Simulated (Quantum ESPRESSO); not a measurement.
# Collinear magnetic orders of GaFe3 with Quantum ESPRESSO, part 2 of 2

A self-consistent run ends on one state, which hangs on the start. Several orders of GaFe3 are started in Quantum ESPRESSO and their energies compared.

Quantum ESPRESSO 7.5; PBEsol; plane waves with GBRV 1.5 PBEsol potentials, no spin-orbit coupling.

So far: The starting structure; Start 1: ferro +++.

## Step 3: Run 2, typed as antiferro q=(0,0,1/2) +−+−+−

This order needs a doubled cell of 8 atoms. The wavevector q is in fractions of the reciprocal vectors of the crystal's primitive cell, as the cells of these inputs are built from it; moments change sign between cells as cos(2π q·R).

pw.in reads:

```
&CONTROL
  calculation = 'scf'
  prefix = 'pwscf'
  outdir = './tmp'
  pseudo_dir = './pseudo'
  disk_io = 'nowf'
/
&SYSTEM
  ibrav = 0
  nat = 8
  ntyp = 3
  ecutwfc = 30
  ecutrho = 210
  nbnd = 82
  occupations = 'smearing'
  smearing = 'fd'
  degauss = 0.00367493
  nspin = 2
  starting_magnetization(1) = 0
  starting_magnetization(2) = 0.175
  starting_magnetization(3) = -0.175
/
&ELECTRONS
  conv_thr = 1.6d-08
  electron_maxstep = 150
  mixing_beta = 0.3
  mixing_mode = 'local-TF'
/
ATOMIC_SPECIES
Ga     69.7230 ga_pbesol_v1.4.uspp.F.UPF
Fe1    55.8450 fe_pbesol_v1.5.uspp.F.UPF
Fe2    55.8450 fe_pbesol_v1.5.uspp.F.UPF
CELL_PARAMETERS bohr
   0.0000000000    5.4643207236    5.4643207236
   5.4643207236    0.0000000000    5.4643207236
  10.9286414472   10.9286414472    0.0000000000
ATOMIC_POSITIONS crystal
Ga      0.0000000000    0.0000000000    0.0000000000
Ga      0.0000000000    0.0000000000    0.5000000000
Fe1     0.5000000000    0.5000000000    0.2500000000
Fe2     0.5000000000    0.5000000000    0.7500000000
Fe1     0.7500000000    0.7500000000    0.3750000000
Fe2     0.7500000000    0.7500000000    0.8750000000
Fe1     0.2500000000    0.2500000000    0.1250000000
Fe2     0.2500000000    0.2500000000    0.6250000000
K_POINTS automatic
8 8 4 0 0 0
```

Started as:

```console
> OMP_NUM_THREADS=1 mpirun -n 2 pw.x -nk 2 -in pw.in > pw.out
```

Log:

```text
[banner, memory and clock lines left out]
Program PWSCF v.7.5 starts

     Message from routine setup:
     using ibrav=0 with symmetry is DISCOURAGED, use correct ibrav instead

     bravais-lattice index     =            0
     lattice parameter (alat)  =       7.7277  a.u.
     unit-cell volume          =     652.6323 (a.u.)^3
     number of atoms/cell      =            8
     number of atomic types    =            3
     number of electrons       =       134.00
     number of Kohn-Sham states=           82
     kinetic-energy cutoff     =      30.0000  Ry
     charge density cutoff     =     210.0000  Ry
     scf convergence threshold =      1.6E-08
     mixing beta               =       0.3000
     number of iterations used =            8  local-TF  mixing
     Exchange-correlation= SLA  PW   PSX  PSC
                           (   1   4  10   8   0   0   0)

     celldm(1)=   7.727716  celldm(2)=   0.000000  celldm(3)=   0.000000
     celldm(4)=   0.000000  celldm(5)=   0.000000  celldm(6)=   0.000000

     crystal axes: (cart. coord. in units of alat)
               a(1) = (   0.000000   0.707107   0.707107 )
               a(2) = (   0.707107   0.000000   0.707107 )
               a(3) = (   1.414214   1.414214   0.000000 )

     reciprocal axes: (cart. coord. in units 2 pi/alat)
               b(1) = ( -0.707107  0.707107  0.707107 )
               b(2) = (  0.707107 -0.707107  0.707107 )
               b(3) = (  0.353553  0.353553 -0.353553 )

     PseudoPot. # 1 for Ga read from file:
     ga_pbesol_v1.4.uspp.F.UPF
     Pseudo is Ultrasoft + core correction, Zval = 19.0

     PseudoPot. # 2 for Fe read from file:
     fe_pbesol_v1.5.uspp.F.UPF
     Pseudo is Ultrasoft + core correction, Zval = 16.0

     PseudoPot. # 3 for Fe read from file:
     fe_pbesol_v1.5.uspp.F.UPF
     Pseudo is Ultrasoft + core correction, Zval = 16.0

     atomic species   valence    mass     pseudopotential
     Ga               19.00    69.72300     Ga( 1.00)
     Fe1              16.00    55.84500     Fe( 1.00)
     Fe2              16.00    55.84500     Fe( 1.00)

     Starting magnetic structure
     atomic species   magnetization
     Ga              0.000
     Fe1             0.175
     Fe2            -0.175

     12 Sym. Ops., with inversion, found ( 6 have fractional translation)

   Cartesian axes

     site n.     atom                  positions (alat units)
         1        Ga     tau(   1) = (   0.0000000   0.0000000   0.0000000  )
         2        Ga     tau(   2) = (   0.7071068   0.7071068   0.0000000  )
         3        Fe1    tau(   3) = (   0.7071068   0.7071068   0.7071068  )
         4        Fe2    tau(   4) = (   1.4142136   1.4142136   0.7071068  )
         5        Fe1    tau(   5) = (   1.0606602   1.0606602   1.0606602  )
         6        Fe2    tau(   6) = (   1.7677670   1.7677670   1.0606602  )
         7        Fe1    tau(   7) = (   0.3535534   0.3535534   0.3535534  )
         8        Fe2    tau(   8) = (   1.0606602   1.0606602   0.3535534  )

     number of k points=    35  Fermi-Dirac smearing, width (Ry)=  0.0037
                       cart. coord. in units 2pi/alat
        k(    1) = (   0.0000000   0.0000000   0.0000000), wk =   0.0039062
        k(    2) = (   0.0883883   0.0883883  -0.0883883), wk =   0.0078125
        k(    3) = (  -0.1767767  -0.1767767   0.1767767), wk =   0.0039062
        k(    4) = (   0.0883883  -0.0883883   0.0883883), wk =   0.0234375
        k(    5) = (   0.1767767   0.0000000   0.0000000), wk =   0.0234375
        [... 30 further k-points ...]

     Dense  grid:    33653 G-vectors     FFT dimensions: (  36,  36,  72)

     Smooth grid:    14613 G-vectors     FFT dimensions: (  27,  27,  54)

     Check: negative core charge=   -0.000042
     Generating pointlists ...
     new r_m :   0.2526 (alat units)  1.9520 (a.u.) for type    1
     new r_m :   0.2526 (alat units)  1.9520 (a.u.) for type    2
     new r_m :   0.2526 (alat units)  1.9520 (a.u.) for type    3

     Initial potential from superposition of free atoms

     starting charge     126.0000, renormalised to     134.0000
     Starting wfcs are  102 randomized atomic wfcs

     Self-consistent Calculation

     iteration #  1     ecut=    30.00 Ry     beta= 0.30
     Davidson diagonalization with overlap
     ethr =  1.00E-02,  avg # of iterations =  2.1

     total energy              =   -2315.34019137 Ry
     estimated scf accuracy    <     146.72027397 Ry

     total magnetization       =     0.00 Bohr mag/cell
     absolute magnetization    =     6.62 Bohr mag/cell

     iteration #  2     ecut=    30.00 Ry     beta= 0.30
     Davidson diagonalization with overlap
     ethr =  1.00E-02,  avg # of iterations =  3.0

     total energy              =   -2331.09624311 Ry
     estimated scf accuracy    <       8.90758087 Ry

     total magnetization       =     0.00 Bohr mag/cell
     absolute magnetization    =    10.58 Bohr mag/cell

     [... further iterations left out ...]

     iteration # 16     ecut=    30.00 Ry     beta= 0.30
     Davidson diagonalization with overlap
     ethr =  6.31E-11,  avg # of iterations =  2.0

     total energy              =   -2331.07010958 Ry
     estimated scf accuracy    <       0.00000002 Ry

     total magnetization       =    -0.00 Bohr mag/cell
     absolute magnetization    =    13.26 Bohr mag/cell

     iteration # 17     ecut=    30.00 Ry     beta= 0.30
     Davidson diagonalization with overlap
     ethr =  1.47E-11,  avg # of iterations =  2.1

     Magnetic moment per site  (integrated on atomic sphere of radius R)
     atom   1 (R=0.253)  charge= 17.2774  magn= -0.0000
     atom   2 (R=0.253)  charge= 17.2774  magn= -0.0000
     atom   3 (R=0.253)  charge= 14.4457  magn=  2.5162
     atom   4 (R=0.253)  charge= 14.4457  magn= -2.5162
     atom   5 (R=0.253)  charge= 14.4988  magn=  1.8993
     atom   6 (R=0.253)  charge= 14.4988  magn= -1.8994
     atom   7 (R=0.253)  charge= 14.4988  magn=  1.8993
     atom   8 (R=0.253)  charge= 14.4988  magn= -1.8994

     End of self-consistent calculation

     [... lines left out ...]
     the Fermi energy is    17.3806 ev

!    total energy              =   -2331.07010965 Ry
     estimated scf accuracy    <          6.6E-09 Ry
     smearing contrib. (-TS)   =      -0.00485968 Ry
     internal energy E=F+TS    =   -2331.06524997 Ry

     The total energy is F=E-TS. E is the sum of the following terms:
     one-electron contribution =   -1280.63983049 Ry
     hartree contribution      =     718.63434229 Ry
     xc contribution           =    -269.66997482 Ry
     ewald contribution        =   -1499.38978695 Ry

     total magnetization       =    -0.00 Bohr mag/cell
     absolute magnetization    =    13.26 Bohr mag/cell

     convergence has been achieved in  17 iterations
```

The job ended after 3.2 min (2 MPI ranks of Arm Neoverse V2, shared host; peak memory 0.42 GiB).

Spin moment in the atom's sphere by atom:

| atom | spin moment in the atom's sphere (μB) |
| --- | --- |
| Ga1 | 0.00 |
| Ga2 | 0.00 |
| Fe3 | 2.52 |
| Fe4 | -2.52 |
| Fe5 | 1.90 |
| Fe6 | -1.90 |
| Fe7 | 1.90 |
| Fe8 | -1.90 |

Numbers from this step:

| Item | Value |
| --- | --- |
| smearing term TS | 0.06612 eV |
| magnetization | 0 μB |
| absolute magnetization | 13.26 μB |
| final state | antiferromagnetic |

Spin density in the ac plane at fractional y = 0.000, with atoms of Ga within 0.2 Å of it.

Ten even steps from '0' (-0.074 e/Å³) to '9' (0.074 e/Å³), each cell a mean:
```
75544443344455
55554432223455
55555431012455
55555542001355
55555554201245
65444555432345
55322345554455
55310034555555
55420013455555
55432012455555
55443223345555
55544444444556
24455556655544
44445567776544
44444568987544
44444457998644
44444445798754
34555444567654
44677654445544
44689965444444
44579986544444
44567987544444
44556776654444
44455555555443
```
Columns run along a (4.1 Å), rows up along c (8.2 Å). Atoms in or near the plane, at fractional coordinates: Ga at (0.00, 0.00), Ga at (0.00, 0.50).

Valence density in the ac plane at fractional y = 0.000, with atoms of Ga within 0.2 Å of it. It is the smooth field of the valence electrons, not physical close to the nuclei.

Ten steps, logarithmic in the rise over the least value, from '0' (0 e/Å³) to '9' (58 e/Å³), each cell a mean:
```
98410000000038
55310000000002
11100000000000
00000000111000
00000000011000
00000000000000
00000000000000
00011100000000
00001100000000
10000000000122
52000000000257
97200000000269
98410000000038
55310000000002
11100000000000
00000000111000
00000000011000
00000000000000
00000000000000
00011100000000
00001100000000
10000000000122
52000000000257
97200000000269
```
Columns run along a (4.1 Å), rows up along c (8.2 Å). Atoms in or near the plane, at fractional coordinates: Ga at (0.00, 0.00), Ga at (0.00, 0.50).

## Step 4: Start 3: antiferro q=(0,0,1/2) +−+−−+

This order needs a doubled cell of 8 atoms.

pw.in, as its differences from that of step 3:

```diff
@@ -43,4 +43,4 @@
 Fe2     0.7500000000    0.7500000000    0.8750000000
-Fe1     0.2500000000    0.2500000000    0.1250000000
-Fe2     0.2500000000    0.2500000000    0.6250000000
+Fe2     0.2500000000    0.2500000000    0.1250000000
+Fe1     0.2500000000    0.2500000000    0.6250000000
 K_POINTS automatic
```

Log:

```text
     [... lines left out ...]
Program PWSCF v.7.5 starts
     [... lines left out ...]
     number of atoms/cell      =            8
     [... lines left out ...]
     number of electrons       =       134.00
     number of Kohn-Sham states=           82
     kinetic-energy cutoff     =      30.0000  Ry
     charge density cutoff     =     210.0000  Ry
     scf convergence threshold =      1.6E-08
     [... lines left out ...]
      6 Sym. Ops. (no inversion) found
     [... lines left out ...]
     number of k points=    35  Fermi-Dirac smearing, width (Ry)=  0.0037
     [... lines left out ...]
     iteration # 19     ecut=    30.00 Ry     beta= 0.30
     [... lines left out ...]
     Magnetic moment per site  (integrated on atomic sphere of radius R)
     atom   1 (R=0.253)  charge= 17.2847  magn=  0.0164
     atom   2 (R=0.253)  charge= 17.2847  magn= -0.0164
     atom   3 (R=0.253)  charge= 14.4429  magn=  2.4042
     atom   4 (R=0.253)  charge= 14.4429  magn= -2.4042
     atom   5 (R=0.253)  charge= 14.5032  magn=  1.9415
     atom   6 (R=0.253)  charge= 14.5032  magn= -1.9415
     atom   7 (R=0.253)  charge= 14.4878  magn= -1.9524
     atom   8 (R=0.253)  charge= 14.4878  magn=  1.9524
     [... lines left out ...]
     the Fermi energy is    17.4285 ev
!    total energy              =   -2331.05227716 Ry
     estimated scf accuracy    <       0.00000001 Ry
     smearing contrib. (-TS)   =      -0.00481429 Ry
     [... lines left out ...]
     total magnetization       =     0.00 Bohr mag/cell
     absolute magnetization    =    13.15 Bohr mag/cell
     convergence has been achieved in  19 iterations
```

It took 3.4 min on 2 MPI ranks; peak memory 0.41 GiB; 6.9 min of CPU time.

Spin moment in the atom's sphere by atom:

| atom | spin moment in the atom's sphere (μB) |
| --- | --- |
| Ga1 | 0.02 |
| Ga2 | -0.02 |
| Fe3 | 2.40 |
| Fe4 | -2.40 |
| Fe5 | 1.94 |
| Fe6 | -1.94 |
| Fe7 | -1.95 |
| Fe8 | 1.95 |

Numbers from this step:

```yaml
smearing_term_ts: 0.06550 eV
magnetization: 0 μB
absolute_magnetization: 13.15 μB
final_state: antiferromagnetic
```

## Step 5: Run 4, typed as antiferro q=(0,0,1/2) +−−+−+

This order needs a doubled cell of 8 atoms.

pw.in, as its differences from that of step 4:

```diff
@@ -41,4 +41,4 @@
 Fe2     0.5000000000    0.5000000000    0.7500000000
-Fe1     0.7500000000    0.7500000000    0.3750000000
-Fe2     0.7500000000    0.7500000000    0.8750000000
+Fe2     0.7500000000    0.7500000000    0.3750000000
+Fe1     0.7500000000    0.7500000000    0.8750000000
 Fe2     0.2500000000    0.2500000000    0.1250000000
```

Log:

```text
     [... lines left out ...]
Program PWSCF v.7.5 starts
     [... lines left out ...]
     number of atoms/cell      =            8
     [... lines left out ...]
     number of electrons       =       134.00
     number of Kohn-Sham states=           82
     kinetic-energy cutoff     =      30.0000  Ry
     charge density cutoff     =     210.0000  Ry
     scf convergence threshold =      1.6E-08
     [... lines left out ...]
     12 Sym. Ops., with inversion, found ( 6 have fractional translation)
     [... lines left out ...]
     number of k points=    35  Fermi-Dirac smearing, width (Ry)=  0.0037
     [... lines left out ...]
     iteration #150     ecut=    30.00 Ry     beta= 0.30
     [... lines left out ...]
     estimated scf accuracy    <       0.02460512 Ry
     total magnetization       =    -0.31 Bohr mag/cell
     absolute magnetization    =    11.02 Bohr mag/cell
     [... lines left out ...]
     convergence NOT achieved after 150 iterations: stopping
[key lines of the parts left out:]
total energy              =   -2331.00105400 Ry
```

Wall time 36 min (2 MPI ranks); peak memory 0.42 GiB.

Residual by cycle:

cycle, log10 residual and a bar from the least value:
```
        1        3.3 ##############################
       15       -1.6 
       28        0.3 ###########
       42       -0.2 ########
       55       -0.6 ######
       69       -1.4 #
       82        1.6 ###################
       96       -0.6 ######
      109       -0.7 ######
      123       -0.3 ########
      136        0.7 ##############
      150       -0.5 #######
```

No converged result was reached; the numbers in the log don't describe the system.

After 150 cycles the residual stands at 0.33, against 0.53 at cycle 76 and a least value of 0.015. The cap of 150 cycles in the input ended the loop.

## Step 6: Run 5, typed as no spin polarisation

pw.in reads:

```
&CONTROL
  calculation = 'scf'
  prefix = 'pwscf'
  outdir = './tmp'
  pseudo_dir = './pseudo'
  disk_io = 'nowf'
/
&SYSTEM
  ibrav = 0
  nat = 4
  ntyp = 2
  ecutwfc = 30
  ecutrho = 210
  nbnd = 43
  occupations = 'smearing'
  smearing = 'fd'
  degauss = 0.00367493
/
&ELECTRONS
  conv_thr = 8d-09
  electron_maxstep = 150
  mixing_beta = 0.3
  mixing_mode = 'local-TF'
/
ATOMIC_SPECIES
Ga     69.7230 ga_pbesol_v1.4.uspp.F.UPF
Fe     55.8450 fe_pbesol_v1.5.uspp.F.UPF
CELL_PARAMETERS bohr
   0.0000000000    5.4643207236    5.4643207236
   5.4643207236    0.0000000000    5.4643207236
   5.4643207236    5.4643207236    0.0000000000
ATOMIC_POSITIONS crystal
Ga      0.0000000000    0.0000000000    0.0000000000
Fe      0.5000000000    0.5000000000    0.5000000000
Fe      0.7500000000    0.7500000000    0.7500000000
Fe      0.2500000000    0.2500000000    0.2500000000
K_POINTS automatic
8 8 8 0 0 0
```

Log:

```text
     [... lines left out ...]
Program PWSCF v.7.5 starts
     [... lines left out ...]
     number of atoms/cell      =            4
     [... lines left out ...]
     number of electrons       =        67.00
     number of Kohn-Sham states=           43
     kinetic-energy cutoff     =      30.0000  Ry
     charge density cutoff     =     210.0000  Ry
     scf convergence threshold =      8.0E-09
     [... lines left out ...]
     48 Sym. Ops., with inversion, found
     [... lines left out ...]
     number of k points=    29  Fermi-Dirac smearing, width (Ry)=  0.0037
     [... lines left out ...]
     iteration # 16     ecut=    30.00 Ry     beta= 0.30
     [... lines left out ...]
     the Fermi energy is    17.1577 ev
!    total energy              =   -1165.45601713 Ry
     estimated scf accuracy    <          2.7E-09 Ry
     smearing contrib. (-TS)   =      -0.00671690 Ry
     [... lines left out ...]
     convergence has been achieved in  16 iterations
```

It took 18 s on 2 MPI ranks; peak memory 0.18 GiB.

This step gave:

| Item | Value |
| --- | --- |
| smearing term TS | 0.09139 eV |
| final state | non-magnetic (no spin polarisation) |

## Step 7: The states side by side

An order is kept where moments of 0.15 μB or more survive with the typed signs; meshes match where a doubled cell samples the same k points as the first cell.

Orders:

| start | final state | typed order kept | energy over the lowest (meV a seeded atom) | largest site moment (μB) | net moment (μB a cell of the first run) | mesh matched | CPU time (s) |
| --- | --- | --- | --- | --- | --- | --- | --- |
| ferro +++ | ferromagnetic | yes | 0 | 2.468 | 6.349 | yes | 72.87 |
| antiferro q=(0,0,1/2) +-+-+- | antiferromagnetic | yes | 70.37 | 2.516 | 0 | yes | 383.9 |
| antiferro q=(0,0,1/2) +-+--+ | antiferromagnetic | yes | 110.8 | 2.404 | 0 | yes | 412.1 |
| no spin polarisation | non-magnetic | - | 428.8 | 0 | 0 | yes | 36 |

## Step 8: Couplings from the energies

E = −Σ J e·e over ordered pairs of unit vectors, so each pair counts twice. As many shells are taken as there are differences of energy, so the couplings are solved for and no residual tests the model; further shells are folded in, and shells whose pairs keep their relative signs in all orders cancel and are not probed. Couplings from the energies:

| pair | distance (Å) | neighbours an atom | J (meV) |
| --- | --- | --- | --- |
| Fe-Fe | 2.504 | 5.333 | 15.16 |
| Fe-Fe | 2.892 | 4 | 7.482 |

## Step 9: Results

| Quantity | Value |
| --- | --- |
| lowest state found | ferromagnetic (from ferro +++) |
| largest site moment | 2.47 μB |
| next state with moments | antiferromagnetic, 70.4 meV a seeded atom higher |
| state without moments | 429 meV a seeded atom higher |
| J of the weightiest shell (Fe-Fe, 2.50 Å; E = −Σ J e·e, ordered pairs) | 15.2 meV |

**Reading.** The largest moment changes by 4.4 % between the kept orders, as for well localised moments. This is the lowest of 4 collinear or spinless starts, no proof of the ground state. 1 further start did not converge. The cutoff lies under the 40 Ry that these files are usually run at.

[Logs and program files are shortened in this print: banners, set-up blocks, solver, clock and traceback lines can be left out without a mark of their own.]

[Logs are printed without paths, hosts, clocks, repeated set-up lines and the standing remarks that a program may print on its own settings, such as how far it seeks lower states.]

[Hosts, paths, dates, database ids (printed as entryN), source tags and the programs' standing remarks are cut or masked in the printed files.]

[Where a cell is said to come from a database of computed structures, the database is the Materials Project.]
